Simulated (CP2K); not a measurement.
Consider guanidine at its PBE geometry (Å).

```xyz
9

N     0.8658    0.7499   -0.3587
C    -0.0027   -0.2425    0.1104
N    -1.3456    0.0951   -0.0805
N     0.3084   -1.3693    0.6556
H     1.8307    0.6388   -0.0639
H     0.5327    1.7049   -0.2458
H    -1.5501    0.5407   -0.9719
H    -1.9531   -0.6988    0.1072
H     1.3140   -1.4188    0.8476
```

Method: CP2K XAS_TDP, all-electron GAPW, PBEh(45%), aug-cc-pVDZ, TDA, no relativity.

Q: Predict the bright core excitations at the N K edge.

Leading lines: N1 398.06 eV and N4 395.64 eV. The leading line of an atom is its first one with 35 % of the strongest within 2.5 eV of its lowest line over the strength cut. 

The first six lines of each atom with a strength over 0.0015:

| atom | energy (eV) | states | strength, one atom |
| --- | --- | --- | --- |
| N1 (bonded to C and 2 H) | 398.06 | 1 | 0.0083 |
|  | 398.90 | 1 | 0.0231 |
|  | 399.15 | 1 | 0.0108 |
|  | 399.89 | 1 | 0.0075 |
|  | 400.37 | 1 | 0.0060 |
|  | 400.71 | 1 | 0.0042 |
| N4 (bonded to C and H) | 395.64 | 1 | 0.0377 |
|  | 396.97 | 1 | 0.0099 |
|  | 397.99 | 1 | 0.0061 |
|  | 398.32 | 1 | 0.0023 |
|  | 398.89 | 1 | 0.0034 |
|  | 399.31 | 1 | 0.0043 |

Lines are vertical, at one geometry, with no vibrational structure. Without a correction of the core level, line positions, and the gaps between valence and Rydberg lines, follow the share of exact exchange. At this level such K lines come out 3 to 6 eV under measured ones. Atoms with the same bonds but other surroundings in this conformer are left out. These values hold no scalar relativity, about 0.2 eV for N 1s. Rydberg lines, and the discretised continuum above threshold, depend on the basis and the box.

[Banner, clock and machine lines of the logs are left out without a mark of their own.]

[Logs are printed without paths, hosts, clocks, repeated set-up lines and the standing remarks that a program may print on its own settings, such as how far it seeks lower states.]

[Hosts, paths, dates, database ids (printed as entryN), source tags and the programs' standing remarks are cut or masked in the printed files.]
